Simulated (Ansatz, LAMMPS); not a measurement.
# A frame of liquid (K,Li)I from 1300 K (72 atoms): geometry optimisation, part 2 of 2

How does a frame of liquid (K,Li)I from 1300 K (72 atoms) relax, and what do bonds, charges and levels look like afterwards?

Ansatz 0.2.0; Kohn-Sham DFT, PBE, PAW (set soft_2, large core), plane waves.

The cell: 21 K, 15 Li and 36 I. The starting topology of bonds comes from the classical model. The ion parameters were fitted for water, not for melts. Only the Γ point is sampled, in a cell whose shortest periodic width is 16 Å. No spin–orbit coupling is included.

So far, density (g/cm³): step 5 (structure statistics after relaxation) 2.42.

## 6. Single point at the relaxed geometry (continued)

Valence density in the ac plane at fractional y = 0.011, with atoms of K and Li and I within 0.2 Å of it. It is the smooth field of the valence electrons, not physical close to the nuclei.

Ten steps, logarithmic in the rise over the least value, from '0' (0.0 e/Å³) to '9' (6.0 e/Å³), each cell a mean:
```
00000000011100000000001123321000011111000000
00000000000000000011233321100000000000000000
00000000000000000123455543210000000000000000
00000000000000000135533454210000000000001221
00000000000000000134544554223421111100016872
00000000000000000012344432138971000000012431
10000000000000000001111111114630000000112221
21000000000000000111000011222211000001344444
42100000000000001222100123454432100012455455
42100000000000001121101245444553200012455455
21000000000000111111001245444553200001234443
10000000000001233332111123444432100000111211
00011110000012445543210011222110000000000000
11122221100012445543210000000000000001100011
11233332110011233332111111110000001122221111
01223322110000111111012333322100012334332110
00111111000000000000123455543210112344332100
00000000000000000000124555554211112222221100
55310000011110000000013444443210111111110124
88741012234332100000001222221100111211101368
88641123454554210000000112210001234443211358
54311124543355310000001356653112345555421124
00000123454554210000002589975212345555321000
00000011233332100000001468864101234443210000
```
Columns run along a (15.6 Å), rows up along c (15.6 Å). Atoms in or near the plane, at fractional coordinates: K at (0.58, 0.05), K at (0.01, 0.16), Li at (0.66, 0.76), I at (0.50, 0.84), I at (0.24, 0.10), I at (0.63, 0.58).

Electrostatic potential energy in the ac plane at fractional y = 0.011, with atoms of K and Li and I within 0.2 Å of it. With pseudopotentials it is smooth inside the atoms' cores, unlike the true potential.

Ten even steps from '0' (-48 eV) to '9' (6 eV), each cell a mean:
```
99999999999999999999999988889999999999999999
99999999999999999999999999999999999999999999
99999999999999999998532479999999999999999999
99999999999999999995012028999999999999998788
99999999999999999997200048987779999999985347
99999999999999999999877899973248999999987678
99999999999999999999999999987678999999999999
99999999999999999999999999999999999999986568
89999999999999999888999998655799999999830003
89999999999999999999999984010059999999830004
99999999999999999999999984010059999999987778
99999999999999999999999998655799999999999999
99999999999999875689999999999999999999999999
99999999999999875689999999999999999999999999
99999999999999999999999999999999999999999999
99999999999999999999999998999999999998999999
99999999999999999999999732379999999988999999
99999999999999999999998400058999888999999999
67899999999999999999999865689999889999999987
01489999998899999999999999999999999999999862
11489999610138999999999999999999998789999862
77899998202105999999999865578999962015899987
99999999621148999999998620027899972126899999
99999999998999999999999742258999998889999999
```
Columns run along a (15.6 Å; values clipped at the 3rd and 97th percentile), rows up along c (15.6 Å). Atoms in or near the plane, at fractional coordinates: K at (0.58, 0.05), K at (0.01, 0.16), Li at (0.66, 0.76), I at (0.50, 0.84), I at (0.24, 0.10), I at (0.63, 0.58).

Mean Löwdin charges: I -0.63, K +0.74, Li +0.63 e (they miss 0.44 % of the electrons, so they add up to more than the cell's charge). The largest share in the top eV of filled states is I p (99 % of the projected weight), and in the lowest eV of empty states K s (72 % of the projected weight).

A closer look about I67, which has 6 bonded neighbours where the commonest count for I is 5: 14 atoms, nearest first, numbered in the order of the input, with positions taken from that point.

```csv
atom,x,y,z,distance (Å),bonds,Löwdin charge (e)
I67,0.00,0.00,0.00,0.00,6,-0.60
Li27,1.72,-1.19,-1.88,2.81,4,0.62
Li31,-0.70,2.62,-1.25,2.98,4,0.61
K15,2.69,1.97,1.25,3.56,5,0.71
K4,-0.18,-3.55,0.88,3.66,5,0.72
K11,-3.48,-0.79,-1.04,3.72,6,0.72
K3,-1.04,0.18,3.85,3.99,5,0.72
I58,4.16,0.18,-1.51,4.43,5,-0.63
I51,-3.41,2.78,-0.85,4.48,4,-0.62
I53,-3.09,-2.30,2.35,4.51,5,-0.64
I54,0.21,-1.59,-4.29,4.58,5,-0.59
I65,0.84,4.60,-0.05,4.67,5,-0.63
I39,0.18,2.75,-3.88,4.76,4,-0.61
I49,1.37,-2.50,3.86,4.80,5,-0.65
```

The column of bonds counts only the pairs I-K within 4.28 Å, I-Li within 3.52 Å; other neighbours, such as metal atoms beside each other in a compound, aren't counted, and periodic images can show an atom twice.

## 7. Other settings

Changed here: accuracy = "high", scf.occupations.method = "fermi_dirac" and scf.occupations.width = 0.15.

The input, input.yaml:

```yaml
crystal:
  lattice:
    - [15.5611, 0.0, 0.0]
    - [0.0, 15.5611, 0.0]
    - [0.0, 0.0, 15.5611]
  atoms:
    [... the 72 atom lines of step 3 ...]
kpoints:
  mp_grid: { grid: [1, 1, 1] }
hamiltonian:
  xc: pbe
  pseudopotentials: { kind: paw, core: large }
scf:
  occupations: { method: fermi_dirac, width: 0.15 }
output:
  forces: true
  stress: true
  populations: true
  dos:
    method: { smearing: { sigma: 0.15 } }
    de: 0.1
    projected: { site_lists: { I: [I], K: [K], Li: [Li] } }
  eigenvalues: true
accuracy: high
```

On the command line:

```
$ ansatz run input.yaml --threads 4 --pin off --max-ram 8192MiB --backend cpu --events-out ev --progress --plain --runs-dir out
```

The job ended after 71 s (4 threads of Arm Neoverse V1, shared host; peak memory 4 GiB; 4.6 min of CPU time).

Geometry and reference: those of the single point at the start.

Forces differ from those of the single point at the start by 0.031 meV/Å r.m.s., 0.010 % of their size. It took 1.3 times the reference's time (shared host, so rough).

## 8. What came out

```json
{
  "energy change in the relaxation": "-96.35 meV/atom",
  "r.m.s. displacement": "0.886 Å",
  "largest displacement": "1.59 Å",
  "free energy per atom": "-3076.3212 eV/atom",
  "pressure": "-0.4619 GPa",
  "r.m.s. force component": "0.00616 eV/Å",
  "gap (highest filled to lowest empty level)": "3.209 eV",
  "wall time of the 4 DFT runs": "10 min"
}
```

What this shows: Relaxation lowers the energy by 96.4 meV/atom and moves atoms by 0.89 Å r.m.s.; the r.m.s. force component goes from 0.30 to 0.0062 eV/Å, the pressure goes from -0.29 to -0.46 GPa, and the gap from 2.62 to 3.21 eV. By the final cutoffs 4 of 138 bonded pairs parted and 28 joined. From the first step to the last the energy fell by 6.937 eV, and the largest move was 1.59 Å (Li32, with 1 other atom within 2 % of it). The I-K bonds go from 3.631 Å (spread 0.291) to 3.657 Å (spread 0.178), and their number from 89 to 105. With the cutoffs above, 42 % of I atoms have 5, 81 % of K atoms have 5 and 80 % of Li atoms have 4 bonded neighbours. Filled and empty levels are parted by 3.21 eV (at Γ alone); a semilocal functional tends to put such gaps too low. In a disordered cell it changes from sample to sample and from frame to frame.

Caveats: The network of bonds at the start is that of the classical potential that made the cell; in DFT 4 of its 138 bonded pairs passed out of the cutoffs and 28 came within them.

[Logs are printed without paths, hosts, clocks, repeated set-up lines and the standing remarks that a program may print on its own settings, such as how far it seeks lower states.]

[Hosts, paths, dates, database ids (printed as entryN), source tags and the programs' standing remarks are cut or masked in the printed files.]
